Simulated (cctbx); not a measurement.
## Solving a structure by charge flipping

Cell a = 7.3790 Å, b = 7.3790 Å, c = 5.7030 Å, α = 90.00°, β = 90.00°, γ = 120.00°; space group P6_3/mmc (no. 194); content Eu6 Sc2.

The data are simulated with cctbx, not measured: synchrotron X-rays, λ = 0.7749 Å, to d = 0.7 Å, 95 % of the full sphere, strongest reflection 40000 counts, noise from counting, a 1.5 % proportional error and a noise floor of 4 counts (s.d.); no absorption.

Charge flipping in P1 on plain amplitudes to 0.8 Å, δ = 1.1 σ, 30 % of the reflections treated as weak, 150 cycles:

```text
cycle      R  skewness
    0  0.498     0.47
   12  0.376     5.13
   24  0.249     5.12
   36  0.238     4.97
   48  0.226     4.76
   60  0.216     4.77
   72  0.230     4.72
   84  0.226     4.83
   96  0.204     4.70
  108  0.223     4.72
  120  0.220     4.69
  132  0.215     4.67
  144  0.220     4.61
origin shift          correlation  skewness
 0.782  0.494  0.161      0.881      0.77
 0.536  0.513  0.007      0.859      6.68
 0.283 -0.006  0.161      0.885      0.73
 0.037  0.013  0.007      0.859      8.46
taken: symmetry correlation 0.859, skewness 8.46
peak      x       y       z  mult  height/sigma
Q1    0.1699  0.3398  0.7500    6     17.2
Q2    0.3333  0.6667  0.2500    2      6.7
Q3    0.3333  0.6667  0.7500    2      1.2
Q4    0.2498  0.4995  0.6401   12      1.1
Q5    0.3333  0.6667  0.5859    4      0.9
Q6    0.2466  0.6233  0.0917   12      0.9
Q7    0.1297  0.2593  0.5605   12      0.9
```

The origin is taken among those within 0.04 of the best correlation, by the skewness of the map.

It took 0.77 s on 1 thread of Arm Neoverse N1 (shared host), peak memory 0.07 GiB.

Q: Assign the peaks.

Heights go roughly as Z and multiplicities must add up to the content. First model: Q1 = Eu1 (6 in the cell, height 17.2) and Q2 = Sc1 (2 in the cell, height 6.7). Against the true structure, Q1 is Eu and Q2 is Sc; the other peaks are not atoms.

Least squares on F², isotropic:

```text
Rint 0.019, 183 unique reflections to 0.70 A
cycle     R1     wR2    GooF  max shift (A)
   1  0.0526  0.1122  10.898   0.00761
   2  0.0090  0.0196   1.906   0.00000
final R1 0.0090 wR2 0.0196 GooF 1.906  parameters 3  data/parameter 61.0
atom        x        y        z      Ueq    occ   su(xyz)  su(Uiso or U11)
Eu1    0.16930  0.33861  0.75000   0.0158  1.000  0.00003  0.0001
Sc1    0.33333  0.66667  0.25000   0.0187  1.000  0.00000  0.0002
difference map: max 0.99 min -1.26 rms 0.12
Q1    0.3333  0.6667  0.1729    4    1.01  0.44 A from Sc1
Q2    0.1685  0.3370  0.6712   12    0.99  0.45 A from Eu1
Q3    0.3333  0.6667  0.0153    4    0.35  1.34 A from Sc1
Q4    0.1035  0.3852  0.2500   12    0.33  1.84 A from Eu1
Q5    0.0399  0.0798  0.7500    6    0.29  1.65 A from Eu1
```

Anisotropic refinement:

```text
Rint 0.019, 183 unique reflections to 0.70 A
cycle     R1     wR2    GooF  max shift (A)
   1  0.0090  0.0196   1.922   0.00007
   2  0.0049  0.0099   0.969   0.00000
final R1 0.0049 wR2 0.0099 GooF 0.969  parameters 6  data/parameter 30.5
atom        x        y        z      Ueq    occ   su(xyz)  su(Uiso or U11)
Eu1    0.16931  0.33862  0.75000   0.0158  1.000  0.00001  0.0000
Sc1    0.33333  0.66667  0.25000   0.0186  1.000  0.00000  0.0002
difference map: max 0.31 min -0.45 rms 0.08
Q1    0.0694  0.2859  0.2500   12    0.31  1.53 A from Eu1
Q2    0.0000  0.0000  0.2500    2    0.30  2.16 A from Eu1
Q3    0.1107  0.2214  0.5539   12    0.27  1.35 A from Eu1
Q4    0.3333  0.6667  0.0303    4    0.26  1.25 A from Sc1
Q5    0.0603  0.4505  0.2500   12    0.25  1.84 A from Sc1
Q6    0.1153  0.5577  0.7500    6    0.22  1.85 A from Eu1
```

**Reading.** The refinement ends at R1 = 0.0049, wR2 = 0.0099, GooF = 0.97, with difference density between -0.45 and 0.31 e/Å³. Every site matches the true model in element, within 0.001 Å r.m.s., up to an allowed shift of origin.

True model:

| atom | mult. | x | y | z | Ueq (Å²) |
| --- | --- | --- | --- | --- | --- |
| Eu1 | 6 | 0.6614 | 0.8307 | 3/4 | 0.0158 |
| Sc1 | 2 | 2/3 | 1/3 | 3/4 | 0.0187 |

The model was made for the exercise: a known structure type with other elements put in, its volume estimated, not relaxed; displacement parameters are assumed.

[Middle refinement cycles are left out of these outputs.]

[Logs are printed without paths, hosts, clocks, repeated set-up lines and the standing remarks that a program may print on its own settings, such as how far it seeks lower states.]
